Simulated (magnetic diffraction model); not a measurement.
# Solving a magnetic structure from powder neutron data: Ce₂W₂S₉

Space group P-1 (no. 2), a = 8.5420 Å, b = 8.6070 Å, c = 9.0890 Å, α = 70.30°, β = 85.72°, γ = 82.89°.

| site | atom | x | y | z |
| --- | --- | --- | --- | --- |
| 2i | W | 0.7242 | 0.2638 | 0.9435 |
| 2i | W | 0.1618 | 0.2053 | 0.6398 |
| 2i | Ce | 0.8540 | 0.7378 | 0.8491 |
| 2i | Ce | 0.3778 | 0.7249 | 0.6168 |
| 2i | S | 0.5032 | 0.7752 | 0.9057 |
| 2i | S | 0.1478 | 0.9361 | 0.7990 |
| 2i | S | 0.1834 | 0.5759 | 0.9058 |
| 2i | S | 0.6641 | 0.4985 | 0.7522 |
| 2i | S | 0.0321 | 0.2700 | 0.8550 |
| 2i | S | 0.7254 | 0.0755 | 0.8282 |
| 2i | S | 0.6801 | 0.9162 | 0.5305 |
| 2i | S | 0.3625 | 0.3650 | 0.6238 |
| 2i | S | 0.0406 | 0.7003 | 0.5349 |

This is a made-up structure (elements placed in a structure type, unrelaxed), so the numbers test the method and describe no known phase.

Only Ce is taken to order (form factors of Ce3+); orders and moment sizes are assumed, and not adapted to the symmetry. Radiation: neutrons of λ = 1.909 Å, 3° to 30°; isotropic B of 0.12 Å² (W), 0.15 Å² (Ce) and 0.19 Å² (S). Simulated constant-wavelength pattern: nuclear and magnetic terms add, the magnetic one as |2.695 fm × Σ f S⊥ exp(2πi Q·r) exp(−B s²)|², summed over all Q at one angle with the factor 1/(sin²θ cos θ). For collinear order S is the moment m, which repeats by lattice and centring translations R with the sign exp(−2πi k·R). Free-ion form factors, Sears's scattering lengths of 1992, no absorption; a label names one of the reflections at its angle. The strongest nuclear line in the range is 100, and lines under 0.2 are left out.

Above the ordering temperature:

```csv
2θ (°),index,I
12.82,(0 0 1),5.0
12.94,(1 0 0),5.1
13.61,(0 1 0),0.6
15.30,(0 1 1),5.7
17.80,(1 1 0),3.5
17.92,(1 0 1),8.7
18.57,(1 0 -1),1.5
18.82,(1 1 1),41.4
21.29,(-1 1 1),10.1
24.78,(1 1 -1),0.8
24.86,(0 1 2),3.3
25.80,(0 0 2),1.1
25.81,(1 -1 1),32.3
26.05,(2 0 0),31.0
26.99,(1 1 2),4.6
27.41,(0 2 0),100.0
27.69,(1 2 1),4.5
28.17,(2 1 0),49.4
28.54,(1 0 2),82.2
28.63,(2 1 1),0.9
29.12,(1 2 0),9.7
29.22,(-1 1 2),37.6
```
(The table stops after 22 lines; 2 more lie at higher angle.)

Below it (cell unchanged):

```
2θ (°)      I
  7.63   15.2
 10.77   26.2
 12.82    5.0
 12.94    5.1
 13.61    0.6
 14.20    1.6
 15.30    5.7
 15.83   21.5
 16.48    2.5
 17.24   13.2
 17.80    3.5
 17.92    8.7
 18.18    6.4
 18.57    1.5
 18.82   41.4
 19.30    6.2
 21.29   10.1
 21.54    2.7
 21.92    2.6
 22.51    4.4
 23.04    1.0
 23.19    1.7
 23.44    5.6
 24.62    0.9
 24.78    0.8
 24.86    3.3
 25.80    1.1
 25.81   32.3
 25.89    5.4
 26.03    7.4
 26.05   31.0
 26.07    0.4
 26.24    2.5
 26.99    4.6
 27.41  100.0
 27.69    4.5
```
(The table stops after 36 lines; 12 more lie at higher angle.)

**Question.** Find the propagation vector, then choose among these models:
A. collinear moments along [010], 1.3 μB on Ce; signs + at (0.8540, 0.7378, 0.8491), + at (0.3778, 0.7249, 0.6168), + at (0.6222, 0.2751, 0.3832), + at (0.1460, 0.2622, 0.1509)
B. collinear moments along [111], 1.3 μB on Ce; signs + at (0.8540, 0.7378, 0.8491), − at (0.3778, 0.7249, 0.6168), + at (0.6222, 0.2751, 0.3832), + at (0.1460, 0.2622, 0.1509)
C. collinear moments along [111], 1.3 μB on Ce; signs + at (0.8540, 0.7378, 0.8491), + at (0.3778, 0.7249, 0.6168), + at (0.6222, 0.2751, 0.3832), + at (0.1460, 0.2622, 0.1509)
D. collinear moments along [010], 1.3 μB on Ce; signs + at (0.8540, 0.7378, 0.8491), − at (0.3778, 0.7249, 0.6168), + at (0.6222, 0.2751, 0.3832), + at (0.1460, 0.2622, 0.1509)

The new lines index as (0 1/2 1/2) at 7.63°, (0 1/2 -1/2) at 10.77°, (1 1/2 1/2) at 14.20° and (-1 1/2 1/2) at 15.83°, that is as H ± k with k = (0 1/2 1/2). Half indices mean that the moments reverse under translations with k·R a half-integer, and the magnetic cell has twice the primitive volume.

Magnetic intensity, observed (below minus above) and for each model:

| 2θ (°) | index | observed | A | B | C | D |
| --- | --- | --- | --- | --- | --- | --- |
| 7.63 | (0 1/2 1/2) | 15.2 | 0.7 | 15.2 | 0.8 | 13.7 |
| 10.77 | (0 1/2 -1/2) | 26.2 | 60.7 | 26.2 | 93.3 | 17.0 |
| 15.83 | (-1 1/2 1/2) | 21.5 | 4.4 | 21.5 | 5.2 | 18.0 |
| 17.24 | (1 -1/2 1/2) | 13.2 | 1.4 | 13.2 | 1.4 | 13.2 |
| 18.18 | (0 1/2 3/2) | 6.4 | 5.8 | 6.4 | 3.5 | 10.6 |
| 19.30 | (0 3/2 1/2) | 6.2 | 0.4 | 6.2 | 14.7 | <0.2 |
| 21.54 | (1 1/2 3/2) | 2.7 | 13.1 | 2.7 | 3.6 | 10.1 |
| 26.24 | (2 1/2 1/2) | 2.5 | 14.1 | 2.5 | 7.4 | 4.7 |

Model B matches.

The structure used: k = (0 1/2 1/2), collinear moments along [111], 1.3 μB on Ce; signs + at (0.8540, 0.7378, 0.8491), − at (0.3778, 0.7249, 0.6168), + at (0.6222, 0.2751, 0.3832), + at (0.1460, 0.2622, 0.1509).

[Logs are printed without paths, hosts, clocks, repeated set-up lines and the standing remarks that a program may print on its own settings, such as how far it seeks lower states.]
